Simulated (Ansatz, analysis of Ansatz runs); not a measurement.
# A hop of Cl in K3BrCl2 (P-3m1), charge 0

How high is the barrier when Cl changes place in K3BrCl2 (P-3m1)? The case: V_Cl hop (4.4 Å), charge 0, in a cell of 54 host atoms with 1 Cl taken out.

Calculated with Ansatz 0.2.0; plane-wave PAW DFT, PBEsol; nudged elastic band between two relaxed defect structures.

### Step 1. The starting structure

The cell holds 53 atoms: 27 K, 9 Br and 17 Cl. Cell: a = 13.448 Å, b = 13.448 Å, c = 11.001 Å, α = 90.0°, β = 90.0°, γ = 120.0°. It derives from K3BrCl2 (space group P-3m1). Nearest the centre at fractional (0.667, 0.500, 0.500): Cl46 at 2.20 Å, K42 at 2.24 Å, K48 at 2.24 Å, K43 at 3.78 Å, K27 at 3.78 Å, Cl47 at 3.86 Å, Cl53 at 3.86 Å, Cl23 at 3.86 Å.

The cell's shortest repeat is 11.0 Å.

### Step 2. Relaxation of the start point, charge 0

A barrier is counted from a minimum, so both ends are relaxed first. Small random displacements break the symmetry of the ideal sites, so that the defect can distort if it gains by it. The cell holds an odd number of electrons, so the run is spin-polarised with the moment held at 1 μB.

q0_M1.start/input.yaml reads:

```yaml
crystal:
  lattice:
    - [13.44809205, 9.0e-08, 0.0]
    - [-6.7240461, 11.64638931, 0.0]
    - [0.0, 0.0, 11.00082975]
  atoms:
    - { symbol: K, position: [0.0, 0.0, 0.5] }
    - { symbol: K, position: [0.11111111, 0.22222222, 0.17740115] }
    - { symbol: K, position: [0.22222222, 0.11111111, 0.82259885] }
    - { symbol: Br, position: [0.0, 0.0, 0.0] }
    - { symbol: Cl, position: [0.11111111, 0.22222222, 0.66140328] }
    - { symbol: Cl, position: [0.22222222, 0.11111111, 0.33859672] }
    - { symbol: K, position: [0.0, 0.33333333, 0.5] }
    - { symbol: K, position: [0.11111111, 0.55555556, 0.17740115] }
    - { symbol: K, position: [0.22222222, 0.44444444, 0.82259885] }
    - { symbol: Br, position: [0.0, 0.33333333, 0.0] }
    - { symbol: Cl, position: [0.11111111, 0.55555556, 0.66140328] }
    - { symbol: Cl, position: [0.22222222, 0.44444444, 0.33859672] }
    - { symbol: K, position: [0.0, 0.66666667, 0.5] }
    - { symbol: K, position: [0.11111111, 0.88888889, 0.17740115] }
    - { symbol: K, position: [0.22222222, 0.77777778, 0.82259885] }
    - { symbol: Br, position: [0.0, 0.66666667, 0.0] }
    - { symbol: Cl, position: [0.11111111, 0.88888889, 0.66140328] }
    - { symbol: Cl, position: [0.22222222, 0.77777778, 0.33859672] }
    - { symbol: K, position: [0.33333333, 0.0, 0.5] }
    - { symbol: K, position: [0.44444444, 0.22222222, 0.17740115] }
    - { symbol: K, position: [0.55555556, 0.11111111, 0.82259885] }
    - { symbol: Br, position: [0.33333333, 0.0, 0.0] }
    - { symbol: Cl, position: [0.44444444, 0.22222222, 0.66140328] }
    - { symbol: Cl, position: [0.55555556, 0.11111111, 0.33859672] }
    - { symbol: K, position: [0.33333333, 0.33333333, 0.5] }
    - { symbol: K, position: [0.44444444, 0.55555556, 0.17740115] }
    - { symbol: K, position: [0.55555556, 0.44444444, 0.82259885] }
    - { symbol: Br, position: [0.33333333, 0.33333333, 0.0] }
    - { symbol: Cl, position: [0.44444444, 0.55555556, 0.66140328] }
    - { symbol: K, position: [0.33333333, 0.66666667, 0.5] }
    - { symbol: K, position: [0.44444444, 0.88888889, 0.17740115] }
    - { symbol: K, position: [0.55555556, 0.77777778, 0.82259885] }
    - { symbol: Br, position: [0.33333333, 0.66666667, 0.0] }
    - { symbol: Cl, position: [0.44444444, 0.88888889, 0.66140328] }
    - { symbol: Cl, position: [0.55555556, 0.77777778, 0.33859672] }
    - { symbol: K, position: [0.66666667, 0.0, 0.5] }
    - { symbol: K, position: [0.77777778, 0.22222222, 0.17740115] }
    - { symbol: K, position: [0.88888889, 0.11111111, 0.82259885] }
    - { symbol: Br, position: [0.66666667, 0.0, 0.0] }
    - { symbol: Cl, position: [0.77777778, 0.22222222, 0.66140328] }
    - { symbol: Cl, position: [0.88888889, 0.11111111, 0.33859672] }
    - { symbol: K, position: [0.66666667, 0.33333333, 0.5] }
    - { symbol: K, position: [0.77777778, 0.55555556, 0.17740115] }
    - { symbol: K, position: [0.88888889, 0.44444444, 0.82259885] }
    - { symbol: Br, position: [0.66666667, 0.33333333, 0.0] }
    - { symbol: Cl, position: [0.77777778, 0.55555556, 0.66140328] }
    - { symbol: Cl, position: [0.88888889, 0.44444444, 0.33859672] }
    - { symbol: K, position: [0.66666667, 0.66666667, 0.5] }
    - { symbol: K, position: [0.77777778, 0.88888889, 0.17740115] }
    - { symbol: K, position: [0.88888889, 0.77777778, 0.82259885] }
    - { symbol: Br, position: [0.66666667, 0.66666667, 0.0] }
    - { symbol: Cl, position: [0.77777778, 0.88888889, 0.66140328] }
    - { symbol: Cl, position: [0.88888889, 0.77777778, 0.33859672] }
basis:
  ecutwfc: 420
  xc_grid: 2
hamiltonian:
  xc: pbesol
kpoints:
  mp_grid: { grid: [1, 1, 1], shift: [0.25, 0.25, 0.25] }
magnetization:
  spin_polarized: true
  initial_magnetization: 1
  spin_locking: { lock_magnetization: hard }
scf:
  occupations: { method: fixed }
  max_iter: 100
output:
  forces: true
relax:
  f_tol: 0.02
  max_steps: 70
  random_displacement: { amplitude: 0.03, seed: 4024 }
```

On the command line:

```
$ ansatz run input.yaml --threads 32 --pin off --max-ram 84787MiB --backend cuda --events-out ev --progress --plain --runs-dir out --max-vram 78GiB
```

Numbers of over 12 decimals in the logs are rounded to 6 here.

The program printed:

```text
[... repeated set-up lines and file paths are left out, and long positions are rounded to six places ...]
The last accepted step is kept in <dir> (removed where the run ends without a failure and the disk answers)
Engine: ansatz 0.2.0, aarch64-unknown-linux-gnu
Pseudopotentials: kind: paw
Pseudopotential: K, paw, valence charge 9, recommended cutoff 420 eV (normal), K.paw.azcp
Pseudopotential: Br, paw, valence charge 7, recommended cutoff 420 eV (normal), Br.paw.azcp
Pseudopotential: Cl, paw, valence charge 7, recommended cutoff 420 eV (normal), Cl.paw.azcp
Functional definition: PBEsol
  exchange = pbesol_x
  correlation = pbesol_c
[...]
Crystal: 53 atoms, lattice volume = 1722.969 Å³
Basis set: ecut = 420 eV, 33637 PW (Γ), exchange–correlation on 180×180×150 points (8 copies of the dense FFT grid, shifted against one another)
Bands: 266, of which v1, the nominal top of the filled ones, is band 213 counted from 1 (212 counted from 0)
Symmetry: 1 space group operations
k-points: 1
Non-local potential: K, projectors of the file, l = 0: 3, l = 1: 2, l = 2: 2
Non-local potential: Br, projectors of the file, l = 0: 2, l = 1: 2, l = 2: 2
Non-local potential: Cl, projectors of the file, l = 0: 2, l = 1: 2, l = 2: 2
PAW form: soft (Blöchl's): semilocal exchange-correlation on the pseudo side does not see the compensation charge
PAW frozen core: K, regenerated for the run's functional, and the local potential with it (the file was generated under x = pbe(κ = 0.804, μ = 0.219515), c = pbe(β = 0.066725))
PAW frozen core: Br, regenerated for the run's functional, and the local potential with it (the file was generated under x = pbe(κ = 0.804, μ = 0.219515), c = pbe(β = 0.066725))
PAW frozen core: Cl, regenerated for the run's functional, and the local potential with it (the file was generated under x = pbe(κ = 0.804, μ = 0.219515), c = pbe(β = 0.066725))
PAW one-centre angular grid: K, 110 points (default); XC on 64 Gauss nodes
PAW one-centre angular grid: Br, 110 points (default); XC on 64 Gauss nodes
PAW one-centre angular grid: Cl, 110 points (default); XC on 64 Gauss nodes
Initial density: superposition of atomic densities (chi_scale 0.1, normalization cell, long waves kept (reshape's long-wave potential 0.27 eV rms))
Starting moments: Σ|m| = 1 μB on 53 of 53 sites
Initial wavefunctions: pseudopotential atomic-orbital guess
[...]
Functional: x = pbesol(κ = 0.804, μ = 0.123457), c = pbesol(β = 0.046)
SCF iter   1: F=—  HF=-83714.704257 eV  |F-HF|=—  |Δ(HF+E_count)|=         —  Δρ=2.23e-2 (↑2.20e-2 ↓2.23e-2)  dr2=5.85e1  dr2_m=3.04e-2  M=1.000 μB ∫|m|=1.031 μB  β_m=0.30  ethr=3.10e-3  ⟨swp⟩=7.0  Hψ=1562  notcnv=0  defer=100
preconditioner: auto → Resta (q_TF=auto, 2.161 Å⁻¹)  ε∞=2.5  [insulator: Δε(μ)=1.830 eV  Ē_g=13.904 eV  n_scr=282 (ndim 8)  ℏωp=16.8 eV  f_vac=0.000  ε∞_Penn≈2.5]
spin=Collinear: Resta preconditioning applied to the charge; magnetization (m = ρ↑ − ρ↓) channel mixes plain (no charge-response kernel on spin).
SCF iter   2: F=—  HF=-83698.934019 eV  |F-HF|=—  |Δ(HF+E_count)|=    1.58e1  Δρ=1.16e-2 (↑1.13e-2 ↓1.16e-2)  dr2=1.76e1  dr2_m=1.62e-2  M=1.000 μB ∫|m|=1.022 μB  β_m=0.47  ethr=3.10e-3  ⟨swp⟩=4.0  Hψ=1315  notcnv=0  defer=101
[...]
SCF iter   8: F=-83691.846819 eV  HF=-83691.846819 eV  |F-HF|=2.45e-7  |Δ(HF+E_count)|=   2.38e-5  Δρ=4.92e-6 (↑4.61e-6 ↓4.92e-6)  dr2=1.94e-6  dr2_m=3.44e-9  M=1.000 μB ∫|m|=1.010 μB  ethr=2.35e-9  ⟨swp⟩=3.5  Hψ=1335  notcnv=0
SCF 1 converged in 8 iterations: F = -83691.846819 eV  dr2 = 1.94e-6
  greatest PAW one-centre occupation: 0.987 electrons in one spin orbital (limit 2), on the K atom at site 42 (counted from 0), in its partial waves of l = 0
relax step   1: F+E_penalty+E_count = -83691.84681934 eV  Δ(F+E_penalty+E_count) = +0.000e0 eV  max|allowed force component| = 1.095e-1 eV/Å  Δτ_max = 0.0000 Å  (8 SCF iters, dr2 threshold 1.00e-5 eV, accepted)
[... the SCF cycles and remarks between the steps are left out from here to the last step ...]
relax step   2: F+E_penalty+E_count = -83691.89196464 eV  Δ(F+E_penalty+E_count) = -4.515e-2 eV  max|allowed force component| = 3.953e-2 eV/Å  Δτ_max = 0.0578 Å  (6 SCF iters, dr2 threshold 7.50e-7 eV, accepted)
[...]
SCF 3 converged in 6 iterations: F = -83691.900394 eV  dr2 = 6.95e-8
relax step   3: F+E_penalty+E_count = -83691.90039402 eV  Δ(F+E_penalty+E_count) = -8.429e-3 eV  max|allowed force component| = 3.967e-3 eV/Å  Δτ_max = 0.0198 Å  (6 SCF iters, accepted)
SCF converged after 6 iterations
[...]
[... 1 atom left out ...]
  atom  53  Cl    -0.00015252    -0.00041651    -0.00139331
  max |Σ_I F_I| component: 1.25e-4 eV/Å
--- Relaxed structure (3 steps of the walk, 3 accepted, 0 SCFs on fresh bases) ---
  F+E_penalty+E_count = -83691.90039402 eV   max|allowed force component| = 3.967e-3 eV/Å
  atoms:
    - { symbol: K, position: [6.867525212505124e-5, 0.000302, 0.500157] }
    - { symbol: K, position: [0.111454, 0.222477, 0.177930] }
    [... 10 atoms left out ...]
    - { symbol: K, position: [-0.000204, 0.666573, 0.499967] }
    [... 9 atoms left out ...]
    - { symbol: Cl, position: [0.444282, 0.221887, 0.661739] }
    [... 3 atoms left out ...]
    - { symbol: K, position: [0.555652, 0.444559, 0.822309] }
    [... 1 atom left out ...]
    - { symbol: Cl, position: [0.444251, 0.555922, 0.661839] }
    [... 12 atoms left out ...]
    - { symbol: K, position: [0.668135, 0.332052, 0.502223] }
    - { symbol: K, position: [0.780971, 0.557378, 0.175388] }
    [... 2 atoms left out ...]
    - { symbol: Cl, position: [0.778264, 0.555921, 0.661931] }
    - { symbol: Cl, position: [0.889519, 0.444716, 0.338944] }
    - { symbol: K, position: [0.668192, 0.669583, 0.502288] }
    [... 4 atoms left out ...]
    - { symbol: Cl, position: [0.889468, 0.778412, 0.339156] }
```

Wall time 3.4 s (1 × NVIDIA GB200 with 32 threads of Arm Neoverse V2, shared host); peak memory 1.4 GiB.

Step by step:

| step | energy less that of the first step (eV) | largest force component (eV/Å) |
| --- | --- | --- |
| 1 | 0.0000 | 0.1095 |
| 2 | -0.0451 | 0.0395 |
| 3 | -0.0536 | 0.0040 |

The atoms that moved most (Å, from the sites as typed, ahead of the random displacement, the mean shift of all atoms taken out):

| atom | dx | dy | dz | length |
| --- | --- | --- | --- | --- |
| K26 | -0.032 | 0.018 | -0.024 | 0.044 |
| K43 | 0.031 | 0.020 | -0.024 | 0.044 |
| K25 | -0.029 | -0.016 | 0.025 | 0.042 |
| K20 | -0.003 | -0.034 | -0.022 | 0.041 |
| K48 | 0.001 | 0.032 | 0.023 | 0.040 |
| K42 | 0.028 | -0.017 | 0.023 | 0.040 |
| K15 | -0.001 | 0.000 | -0.022 | 0.022 |
| Br33 | -0.014 | 0.009 | -0.012 | 0.020 |

Neighbours of Cl46 at the end:

| atom | distance (Å) |
| --- | --- |
| K13 | 3.135 |
| K50 | 3.136 |
| K27 | 3.136 |
| K44 | 3.137 |
| K48 | 3.142 |
| K42 | 3.144 |
| Cl53 | 4.396 |
| Cl47 | 4.397 |

This step gave:

```
free energy                                                                                       : -83691.9004 eV
total moment                                                                                      : 1 μB
integral of the absolute spin density                                                             : 1.011 μB
spin contamination                                                                                : 3.09e-4
r.m.s. move of the farther half of the atoms                                                      : 0.009714 Å
largest move from the ideal geometry of this structure, a common shift of the far atoms taken out : 0.04583 Å
```

The relaxation gained 0.054 eV and ended with a largest force component of 0.0040 eV/Å.

### Step 3. Relaxation of the end point, charge 0

The end point is relaxed in the same cell and settings, so that the two energies compare. Atoms more than 3.2 Å from the middle of the hop start where the first relaxation left them, the nearer ones on or close to their ideal places, with small random displacements.

q0_M1.end/input.yaml reads:

```yaml
crystal:
  lattice:
    - [13.44809205, 9.0e-08, 0.0]
    - [-6.7240461, 11.64638931, 0.0]
    - [0.0, 0.0, 11.00082975]
  atoms:
    - { symbol: K, position: [3.166e-05, 0.00017865, 0.50008571] }
    - { symbol: K, position: [0.11141693, 0.22235442, 0.17785902] }
[... 10 atom lines left out ...]
    - { symbol: K, position: [-0.00024136, 0.66644994, 0.49989641] }
[... 9 atom lines left out ...]
    - { symbol: Cl, position: [0.444245, 0.22176415, 0.66166829] }
[... 1 atom line left out ...]
    - { symbol: K, position: [0.33051075, 0.33195019, 0.5023962] }
[... 1 atom line left out ...]
    - { symbol: K, position: [0.55561504, 0.44443604, 0.82223762] }
[... 1 atom line left out ...]
    - { symbol: Cl, position: [0.44421361, 0.5557989, 0.6617675] }
[... 12 atom lines left out ...]
    - { symbol: K, position: [0.66666667, 0.33333333, 0.5] }
    - { symbol: K, position: [0.78093374, 0.55725505, 0.17531659] }
[... 2 atom lines left out ...]
    - { symbol: Cl, position: [0.555556, 0.444444, 0.338307] }
    - { symbol: Cl, position: [0.88948202, 0.44459346, 0.33887335] }
    - { symbol: K, position: [0.66666667, 0.66666667, 0.5] }
[... 1 atom line left out ...]
    - { symbol: K, position: [0.88936215, 0.77813568, 0.82260129] }
[... 2 atom lines left out ...]
    - { symbol: Cl, position: [0.8894313, 0.77828923, 0.33908519] }
basis:
  ecutwfc: 420
  xc_grid: 2
hamiltonian:
  xc: pbesol
kpoints:
  mp_grid: { grid: [1, 1, 1], shift: [0.25, 0.25, 0.25] }
magnetization:
  spin_polarized: true
  initial_magnetization: 1
  spin_locking: { lock_magnetization: hard }
scf:
  occupations: { method: fixed }
  max_iter: 100
output:
  forces: true
relax:
  f_tol: 0.02
  max_steps: 70
  random_displacement: { amplitude: 0.01, seed: 4024 }
```

The program printed:

```text
[...]
Crystal: 53 atoms, lattice volume = 1722.969 Å³
Basis set: ecut = 420 eV, 33637 PW (Γ), exchange–correlation on 180×180×150 points (8 copies of the dense FFT grid, shifted against one another)
Bands: 266, of which v1, the nominal top of the filled ones, is band 213 counted from 1 (212 counted from 0)
Symmetry: 1 space group operations
k-points: 1
[...]
Starting moments: Σ|m| = 1 μB on 53 of 53 sites
[...]
SCF iter   1: F=—  HF=-83714.767855 eV  |F-HF|=—  |Δ(HF+E_count)|=         —  Δρ=2.23e-2 (↑2.20e-2 ↓2.23e-2)  dr2=5.86e1  dr2_m=3.03e-2  M=1.000 μB ∫|m|=1.032 μB  β_m=0.30  ethr=3.10e-3  ⟨swp⟩=7.0  Hψ=1550  notcnv=0  defer=100
[...]
SCF iter   2: F=—  HF=-83698.969029 eV  |F-HF|=—  |Δ(HF+E_count)|=    1.58e1  Δρ=1.16e-2 (↑1.15e-2 ↓1.16e-2)  dr2=1.79e1  dr2_m=1.65e-2  M=1.000 μB ∫|m|=1.046 μB  β_m=0.47  ethr=3.10e-3  ⟨swp⟩=3.5  Hψ=1132  notcnv=0  defer=101
[...]
[... 1 atom left out ...]
  atom  53  Cl    -0.00032544     0.00067675     0.00032201
  max |Σ_I F_I| component: 4.22e-5 eV/Å
--- Relaxed structure (3 steps of the walk, 3 accepted, 0 SCFs on fresh bases) ---
  F+E_penalty+E_count = -83691.90043421 eV   max|allowed force component| = 2.314e-3 eV/Å
  atoms:
    - { symbol: K, position: [-0.000112, -0.000165, 0.500213] }
    - { symbol: K, position: [0.111103, 0.222217, 0.179314] }
    [... 10 atoms left out ...]
    - { symbol: K, position: [0.002977, 0.668195, 0.497831] }
    [... 9 atoms left out ...]
    - { symbol: Cl, position: [0.443944, 0.221786, 0.661169] }
    [... 3 atoms left out ...]
    - { symbol: K, position: [0.552533, 0.442946, 0.824687] }
    [... 1 atom left out ...]
    - { symbol: Cl, position: [0.443907, 0.555577, 0.661198] }
    [... 12 atoms left out ...]
    - { symbol: K, position: [0.665124, 0.330379, 0.497759] }
    - { symbol: K, position: [0.777820, 0.555639, 0.177731] }
    [... 2 atoms left out ...]
    - { symbol: Cl, position: [0.555073, 0.444259, 0.338444] }
    - { symbol: Cl, position: [0.889155, 0.444327, 0.338409] }
    - { symbol: K, position: [0.665099, 0.668227, 0.497734] }
    [... 4 atoms left out ...]
    - { symbol: Cl, position: [0.889122, 0.778247, 0.338472] }
[key lines of the parts left out:]
SCF converged after 6 iterations
```

Run time: 2.9 s. Hardware: 1 × NVIDIA GB200 with 32 threads; peak memory 1.4 GiB; 11 s of CPU time.

The steps of the relaxation:

| step | energy less that of the first step (eV) | largest force component (eV/Å) |
| --- | --- | --- |
| 1 | 0.0000 | 0.0652 |
| 2 | -0.0179 | 0.0216 |
| 3 | -0.0201 | 0.0023 |

The atoms that moved most (Å, from the sites as typed, ahead of the random displacement):

| atom | dx | dy | dz | length |
| --- | --- | --- | --- | --- |
| K43 | -0.031 | -0.019 | 0.026 | 0.045 |
| K27 | -0.031 | -0.018 | 0.026 | 0.045 |
| K48 | -0.032 | 0.018 | -0.026 | 0.044 |
| K13 | 0.032 | 0.020 | -0.023 | 0.044 |
| K42 | -0.001 | -0.035 | -0.025 | 0.043 |
| K25 | 0.029 | 0.017 | -0.024 | 0.042 |
| K26 | 0.025 | -0.019 | 0.023 | 0.039 |
| K44 | 0.026 | -0.017 | 0.023 | 0.039 |

Neighbours of Cl46 at the end:

| atom | distance (Å) |
| --- | --- |
| K25 | 3.135 |
| K20 | 3.138 |
| K26 | 3.138 |
| K43 | 3.139 |
| K42 | 3.142 |
| K48 | 3.142 |
| Cl23 | 4.395 |
| Cl29 | 4.395 |

Read from the output:

```yaml
free_energy: -83691.9004 eV
total_moment: 1 μB
integral_of_the_absolute_spin_density: 1.011 μB
spin_contamination: 3.09e-4
r_m_s_move_of_the_farther_half_of_the_atoms: 0.009907 Å
largest_move_from_the_ideal_geometry_of_this_structure_a_common_shift_of_the_far_atoms_taken_out: 0.04611 Å
```

The relaxation gained 0.020 eV and ended with a largest force component of 0.0023 eV/Å. The end lies within 1 meV of the start.

(Part 1 of 3 ends here.)

[Logs are printed without paths, hosts, clocks, repeated set-up lines and the standing remarks that a program may print on its own settings, such as how far it seeks lower states.]

[Hosts, paths, dates, database ids (printed as entryN), source tags and the programs' standing remarks are cut or masked in the printed files.]
